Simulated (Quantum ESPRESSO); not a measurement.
## MnPt3: energy over the lowest against total spin moment, fitted and tested on a withheld row

System: MnPt3, 1 Mn and 3 Pt in the cell, space group Pm-3m. Cell as run: a = 3.900, b = 3.900, c = 3.900 Å, angles 90.0, 90.0, 90.0°, 4 atoms. From the study “MnPt3: energy against a fixed spin moment”.

Method: LDA; plane waves with GBRV 1.5 LDA potentials (Quantum ESPRESSO 7.5). Settings shared by all rows: cutoff 544.23 eV, 8×8×8 k-mesh, fermi-dirac occupations, smearing width 0.1 eV. The cell holds one seeded atom, so opposed orders, which may lie lower, cannot form in it.

Results; the value marked ? is withheld:

| total spin moment (μB a cell) | energy over the lowest (meV a cell) |
| --- | --- |
| 0 | 1137 |
| 0.695 | 1045 |
| 1.39 | 841 |
| 2.086 | 570 |
| 2.781 | ? |
| 3.476 | 56 |
| 4.1196 | 0 |
| 4.171 | 0 |
| 4.866 | 77 |
| 5.561 | 303 |

Choose a law, fit it, and give the withheld energy over the lowest (total spin moment = 2.781 μB a cell).

**Law.** Time reversal makes the energy at fixed moment even in the moment, so it is expanded as a Landau series in M². In symbols, E = c0 + c2 M² + c4 M⁴ + c6 M⁶, with energy over the lowest in meV a cell.

**Fit.** Least squares on 9 rows gives c0 = 1125.63, c2 = -155.49, c4 = 6.5147 and c6 = -0.075978.

```csv
total spin moment (μB a cell),computed,fit,computed − fit
0,1137,1125.6,11.4
0.695,1045,1052.0,-7.0
1.39,841,849.0,-8.0
2.086,570,566.1,3.9
3.476,56,64.0,-8.0
4.1196,0,-8.2,8.2
4.171,0,-7.8,7.8
4.866,77,87.8,-10.8
5.561,303,300.4,2.6
```

The fit has a minimum at M = 4.12 μB a cell. Its quadratic term is negative, which makes M = 0 a maximum of the fitted curve.

**Prediction.** At total spin moment = 2.781 μB a cell the law predicts 277.6 meV a cell. The computed value is 273 meV a cell, 4.6 below the prediction (1.7 % of it). The row lies between fitted rows, so this is an interpolation. The miss is smaller than the rms residual of the fit, 8.0.

[Logs and program files are shortened in this print: banners, set-up blocks, solver, clock and traceback lines can be left out without a mark of their own.]

[Logs are printed without paths, hosts, clocks, repeated set-up lines and the standing remarks that a program may print on its own settings, such as how far it seeks lower states.]

[Hosts, paths, dates, database ids (printed as entryN), source tags and the programs' standing remarks are cut or masked in the printed files.]

[Where a cell is said to come from a database of computed structures, the database is the Materials Project.]
